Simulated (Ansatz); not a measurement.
## A failed many-body run on KI (Fm-3m)

Aim: the G0W0 gap of KI (Fm-3m). The first input has a fault.

Method: G0W0 on PBE, plane waves, PAW, in Ansatz 0.2.0.

## Step 1: The structure

Symmetry: Fm-3m, No. 225, cubic system. Conventional cell: a = 7.066 Å, b = 7.066 Å, c = 7.066 Å, α = 90.00°, β = 90.00°, γ = 90.00°. Nearest to K lie 6 I at 3.53 Å. I has 6 K at 3.53 Å nearest. Farther neighbours and most contacts between anions are not listed.

The cell and positions come from the Crystallography Open Database and are kept as given unless a step says otherwise. Spin-orbit coupling is left out unless a step names it. The default PAW set here is soft_2. Its files were made with PBE.

## Step 2: First try

input.yaml

```yaml
crystal:
  lattice:
    - [0.0, 3.532775, 3.532775]
    - [3.532775, 0.0, 3.532775]
    - [3.532775, 3.532775, 0.0]
  atoms:
    - { symbol: K, position: [0.0, 0.0, 0.0] }
    - { symbol: I, position: [0.5, 0.5, 0.5] }
kpoints:
  mp_grid: { grid: [4, 4, 4] }
hamiltonian:
  xc: pbe
scf:
  occupations: { method: fixed }
gw:
  n_empty_bands: 143
  ecut_chi: 10
  qp_bands: [v2, c2]
  qp_kpoints: band_edges
  screening: { model: contour_deformation }
```

Started as:

```sh
> ansatz run input.yaml --threads 3 --pin off --max-ram 92160MiB --backend cuda --events-out ev --progress --plain --runs-dir out --devices 1 --max-vram 13GiB
```

Numbers of over 12 decimals in the logs are rounded to 6 here.

What it wrote:

```text
GPUs: using 1 of 1 available (devices: 1).
Engine: ansatz 0.2.0, x86_64-unknown-linux-gnu
Pseudopotentials: kind: paw
Pseudopotential: K, paw, valence charge 9, recommended cutoff 420 eV (normal), K.paw.azcp
Pseudopotential: I, paw, valence charge 17, recommended cutoff 420 eV (normal), I.paw.azcp
Functional definition: PBE
  parameter kappa = 0.804
  parameter beta = 0.066725
  exchange = pbe_x(kappa = kappa, mu = beta*pi^2/3)
  correlation = pbe_c(beta = beta)
device memory: the entry about to start is reckoned to put 1.1 GiB on a device that reports 46.9 GiB free (of which the cap on the GPU budget leaves the run 13.0 GiB)
GPU FFT provider: cuFFT
GPU libraries: cuBLAS 13.8.2, cuFFT 12.4.0, cuSOLVER 12.3.4
Crystal: 2 atoms, lattice volume = 88.182 Å³
Basis set: ecut = 420 eV, 1759 PW (Γ)
Bands: 17, of which v1, the nominal top of the filled ones, is band 13 counted from 1 (12 counted from 0)
Symmetry: 48 space group operations
Space group: Fm-3m (ITA 225), of the structure as read, at distance tolerance 4.5e-5 Å
k-points: 8 of 64
Non-local potential: K, projectors of the file, l = 0: 3, l = 1: 2, l = 2: 2
Non-local potential: I, projectors of the file, l = 0: 2, l = 1: 2, l = 2: 2, l = 3: 2
PAW form: soft (Blöchl's): semilocal exchange-correlation on the pseudo side does not see the compensation charge
PAW one-centre angular grid: K, 110 points (default); XC on 64 Gauss nodes
PAW one-centre angular grid: I, 590 points (default); XC on 64 Gauss nodes
Initial density: superposition of atomic densities (neutral atoms: chi_scale 0, normalization atom), corrected by the library's trained network
Initial wavefunctions: pseudopotential atomic-orbital guess
GPU buffer pool allocated for 46656 grid points (all kernels)
GPU transforms: local potential and band sums: pruned to the plane-wave sphere, on 36×36×36
Functional: x = pbe(κ = 0.804, μ = 0.219515), c = pbe(β = 0.066725)
SCF iter   1: F=—  HF=-9053.689555 eV  |F-HF|=—  |Δ(HF+E_count)|=         —  Δρ=2.60e-4  dr2=7.32e-5  ethr=1.77e-3  ⟨swp⟩=5.4  Hψ=632  notcnv=0  defer=13
preconditioner: auto → none  [insulator: Δε(μ)=3.960 eV  Ē_g=13.738 eV  n_scr=14 (ndim 8)  ℏωp=14.8 eV  f_vac=0.139  ε∞_Penn≈2.2]
SCF iter   2: F=—  HF=-9053.689149 eV  |F-HF|=—  |Δ(HF+E_count)|=   4.06e-4  Δρ=3.39e-4  dr2=2.04e-4  ethr=2.81e-7  ⟨swp⟩=3.2  Hψ=386  notcnv=0  defer=14
SCF iter   3: F=—  HF=-9053.689086 eV  |F-HF|=—  |Δ(HF+E_count)|=   6.24e-5  Δρ=1.78e-4  dr2=5.31e-5  ethr=2.81e-7  ⟨swp⟩=2.1  Hψ=240  notcnv=0  defer=15
SCF iter   4: F=—  HF=-9053.689077 eV  |F-HF|=—  |Δ(HF+E_count)|=   9.61e-6  Δρ=1.66e-5  dr2=2.27e-7  ethr=2.04e-7  ⟨swp⟩=2.0  Hψ=252  notcnv=0  defer=16
iter 5 did not close the SCF: its close was put off for the readings that it lacked (scf_convergence_deferred on its scf_iter line)
SCF iter   5: F=-9053.689078 eV  HF=-9053.689078 eV  |F-HF|=9.36e-8  |Δ(HF+E_count)|=   1.02e-6  Δρ=7.55e-6  dr2=8.77e-8  ethr=8.74e-10  ⟨swp⟩=2.6  Hψ=245  notcnv=0  defer=16
SCF iter   6: F=-9053.689078 eV  HF=-9053.689078 eV  |F-HF|=3.74e-8  |Δ(HF+E_count)|=   2.62e-8  Δρ=4.21e-6  dr2=3.32e-8  ethr=3.37e-10  ⟨swp⟩=5.9  Hψ=727  notcnv=0
SCF 1 converged in 6 iterations: F = -9053.689078 eV  dr2 = 3.32e-8
[...]
device memory: the entry about to start is reckoned to put 1.6 GiB on a device that reports 46.9 GiB free (of which the cap on the GPU budget leaves the run 13.0 GiB)
NSCF: frozen V_eff on 8 k-points
[...]
device memory: the entry about to start is reckoned to put 3.8 GiB on a device that reports 46.9 GiB free (of which the cap on the GPU budget leaves the run 13.0 GiB)
NSCF: frozen V_eff on 8 k-points
G₀W₀ screening: q 1/8
[... further progress lines ...]
device memory: the entry about to start is reckoned to put 0.4 GiB on a device that reports 47.9 GiB free (of which the cap on the GPU budget leaves the run 13.0 GiB)
NSCF: frozen V_eff on 1 k-points
SCF converged after 6 iterations
Free energy (F): -9053.689078 eV
Harris-Foulkes:  -9053.689078 eV  (|F-HF|=3.74e-8)
Internal energy: -9053.689078 eV  (E = F + TS)
E sigma→0 (E₀):  -9053.689078 eV
Fermi energy:    2.267639 eV
--- Per-component energies (eV) ---
  E_band       = -521.527736
  E_kinetic    = 443.099407
  E_local      = -2830.562170  (includes V_loc(G=0)·N_el)
  E_nonlocal   = -77.388112
  E_hartree    = 1342.127182
  E_xc         = -263.478542
  E_vxc        = -293.793877  (∫ρ·V_xc dr)
  E_paw        = -5599.054478  (= ΣΔE_a)
  E_vpaw       = -447.126926  (= ΣTr[D̂ρ^β])
  E_aug_tail   = -0.000007  (compensation charges beyond the density's cutoff)
  E_ewald      = -2068.432357
  E_smearing   = -0.000000  (= −TS)
  E_closure    = 0.000000  (closes the sum)
  Σ components = -9053.689078   (vs F -9053.689078, Δ=0.00e0)
--- Band table (eV; the first three rows and the last of 8) ---
  k-point 0: bands = [... 9 lower, -8.2339, 2.2676, 2.2676, 2.2676, 6.2342, 8.7740, 8.7740, 8.7740]
  k-point 1: bands = [... 9 lower, -8.0914, 1.5091, 2.0914, 2.0914, 7.3291, 8.8465, 9.3824, 9.3824]
  k-point 2: bands = [... 9 lower, -7.9566, 0.9497, 1.9315, 1.9315, 7.7954, 9.9767, 10.4316, 10.4316]
  k-point 7: bands = [... 9 lower, -8.0325, 1.5417, 1.5417, 1.6690, 8.7387, 8.7387, 8.9137, 10.4549]
--- G₀W₀: contour deformation, 6 samples at zero and on the imaginary axis and 2 off it, 64 q-points, 143 empty bands' worth ---
  eigenvalues of the whole cell's RPA ε∞ on this k-mesh (on a slab, of 1 + 4πα/V) = 2.9918, 2.9918, 2.9918; static W/v taken at q = 0 is 0.334250
  bands read: the sum over 156 bands ends inside a degenerate multiplet in 2 slots, whose members it reads at an even weight; the widest, k=0: bands 155 to 157 (counted from 1) at 2/3 each
  gw.qp_kpoints: band_edges: 8 of 8 stored k-points solved, in 1 pass; an edge of the gap read off the rows below is read off those points alone
    ik  band        ε_KS         Σx   Σc(E_QP)       V_xc       Z   E_QP_lin       E_QP  E_QP is
     0    12      2.2676   -17.3234     2.1528   -14.1827  0.8368     1.2669     1.2798  root
     0    13      2.2676   -17.3234     2.1528   -14.1827  0.8368     1.2669     1.2798  root
     0    14      6.2342    -4.3249    -2.8603    -7.8581  0.8510     6.9115     6.9071  root
     0    15      8.7740    -3.8696    -3.1120    -8.2146  0.8431    10.0262    10.0069  root
     1    12      2.0914   -17.0243     2.1748   -13.8331  0.8343     1.0609     1.0750  root
     1    13      2.0914   -17.0243     2.1748   -13.8331  0.8343     1.0609     1.0750  root
     1    14      7.3291    -4.6032    -2.9180    -8.2563  0.8468     8.0701     8.0642  root
     1    15      8.8465    -4.3116    -3.1270    -8.4588  0.8395     9.8803     9.8666  root
     2    12      1.9315   -16.7962     2.2044   -13.5479  0.8319     0.8721     0.8876  root
     2    13      1.9315   -16.7962     2.2044   -13.5479  0.8319     0.8721     0.8876  root
     2    14      7.7954    -3.6959    -2.9304    -7.1900  0.8451     8.3626     8.3592  root
     2    15      9.9767    -5.1508    -3.4622    -9.8668  0.8259    11.2577    11.2303  root
     3    12      2.0627   -17.0548     2.1862   -13.8289  0.8339     1.0081     1.0230  root
     3    13      2.0627   -17.0548     2.1862   -13.8289  0.8339     1.0081     1.0230  root
[...]
6    15      8.0416    -4.2416    -2.9298    -8.1555  0.8482     9.0363     9.0256  root
     7    12      1.5417   -16.3903     2.2761   -12.9402  0.8262     0.3464     0.3677  root
     7    13      1.6690   -16.4223     2.2407   -13.0755  0.8280     0.5446     0.5630  root
     7    14      8.7387    -4.0658    -3.1052    -8.1132  0.8399     9.6923     9.6809  root
     7    15      8.7387    -4.0658    -3.1052    -8.1132  0.8399     9.6923     9.6809  root
```

It took 9.6 s on 1 × NVIDIA H100 80GB HBM3 (shared by 6 runs) with 3 threads of AMD EPYC 7R13 (Zen 3), shared host; peak memory 1 GiB.

In the SCF lines HF is the Harris–Foulkes energy and dr2 the Hartree energy of the density residual, in eV; the loop may stop once dr2 is under the threshold and the program's other checks hold. Hψ counts applications of the Hamiltonian.

Q: What is the fault?

The run ended normally, though the input holds a fault or crude settings.

The fault: screening cutoff of 10 eV. Nearly all local fields and short-range correlation are left out.

It printed a gap of 5.63 eV, which is an artefact of the settings.

## Step 3: A better input

Now the one-shot GW correction: screening in the RPA, then the self-energy of the levels asked for.

input.yaml, as its differences from that of step 2:

```diff
@@ -15,4 +15,4 @@
 gw:
-  n_empty_bands: 143
-  ecut_chi: 10
+  n_empty_bands: 263
+  ecut_chi: 120
   qp_bands: [v2, c2]
```

What it wrote:

```text
GPUs: using 1 of 1 available (devices: 1).
[...]
GPU FFT provider: cuFFT
GPU libraries: cuBLAS 13.8.2, cuFFT 12.4.0, cuSOLVER 12.3.4
Crystal: 2 atoms, lattice volume = 88.182 Å³
Basis set: ecut = 420 eV, 1759 PW (Γ)
Bands: 17, of which v1, the nominal top of the filled ones, is band 13 counted from 1 (12 counted from 0)
[... 1 set-up line as in the run before ...]
[...]
k-points: 8 of 64
[...]
GPU buffer pool allocated for 46656 grid points (all kernels)
[...]
SCF iter   1: F=—  HF=-9053.689555 eV  |F-HF|=—  |Δ(HF+E_count)|=         —  Δρ=2.60e-4  dr2=7.32e-5  ethr=1.77e-3  ⟨swp⟩=5.4  Hψ=632  notcnv=0  defer=13
[...]
SCF iter   6: F=-9053.689078 eV  HF=-9053.689078 eV  |F-HF|=3.74e-8  |Δ(HF+E_count)|=   2.62e-8  Δρ=4.21e-6  dr2=3.32e-8  ethr=3.37e-10  ⟨swp⟩=5.9  Hψ=727  notcnv=0
SCF 1 converged in 6 iterations: F = -9053.689078 eV  dr2 = 3.32e-8
[...]
0    12      2.2676   -17.3234     1.5006   -14.1827  0.8004     0.5878     0.6276  root
     0    13      2.2676   -17.3234     1.5006   -14.1827  0.8004     0.5878     0.6276  root
     0    14      6.2342    -4.3249    -3.0600    -7.8581  0.8466     6.7096     6.7075  root
     0    15      8.7740    -3.8696    -3.3367    -8.2146  0.8350     9.7950     9.7822  root
     1    12      2.0914   -17.0243     1.5375   -13.8331  0.7991     0.3958     0.4377  root
     1    13      2.0914   -17.0243     1.5375   -13.8331  0.7991     0.3958     0.4377  root
     1    14      7.3291    -4.6032    -3.1221    -8.2563  0.8403     7.8632     7.8602  root
     1    15      8.8465    -4.3116    -3.3333    -8.4588  0.8302     9.6692     9.6604  root
[...]
7    12      1.5417   -16.3903     1.7134   -12.9402  0.7953    -0.2472    -0.1950  root
     7    13      1.6690   -16.4223     1.6422   -13.0755  0.7958    -0.0845    -0.0356  root
     7    14      8.7387    -4.0658    -3.2729    -8.1132  0.8313     9.5210     9.5132  root
     7    15      8.7387    -4.0658    -3.2729    -8.1132  0.8313     9.5210     9.5132  root
[key lines of the parts left out:]
SCF converged after 6 iterations
Free energy (F): -9053.689078 eV
Fermi energy:    2.267639 eV
```

Elapsed: 8.2 s, on 1 × NVIDIA H100 80GB HBM3 (shared by 6 runs) with 3 threads; peak memory 1.2 GiB; 8.4 s of CPU time.

Numbers from this step:

* bands summed: 276
* RPA ε∞ on this mesh (eigenvalues): 2.640, 2.640, 2.640
* plane waves in the screening matrix: 259
* q-points in the mesh: 64
* G0W0 gap on the mesh: 6.080 eV
* k of the valence top: 0, 0, 0
* k of the conduction bottom: 0, 0, 0
* starting gap on the mesh: 3.967 eV
* Z at the valence top: 0.8004
* Z at the conduction bottom: 0.8466
* least direct G0W0 gap on the computed points: 6.080 eV

The gap on the mesh goes from 3.97 eV to 6.08 eV, a correction of +2.11 eV. Between the two edge states, bare exchange in place of the xc potential would open the gap by 6.67 eV, and correlation takes back 4.56 eV.

## Step 4: Outcome

```json
{
  "first try": "converged after 9.6 s",
  "better run": "G0W0 gap on the mesh 6.08 eV (4×4×4 mesh, 263 empty bands, screening to 120 eV)"
}
```

What this shows: The second run differs in: empty bands and screening cutoff (eV). Bands and cutoff are finite, so the gap is not at the basis limit. The miss can reach some tenths of an eV and take either sign; the mesh is an error of its own. The many-body steps are scalar-relativistic: spin-orbit coupling is not in them.

[Paths, hosts, dates, memory and timing lines, banners, echoed tables and standing remarks are left out of the program output.]

[Logs are printed without paths, hosts, clocks, repeated set-up lines and the standing remarks that a program may print on its own settings, such as how far it seeks lower states.]

[Runs of the session that timed out or met a known fault of the program may be left out.]

[Cells called generated may have been cut or substituted from an entry of the Crystallography Open Database or the Materials Project.]

[Hosts, paths, dates, database ids (printed as entryN), source tags and the programs' standing remarks are cut or masked in the printed files.]
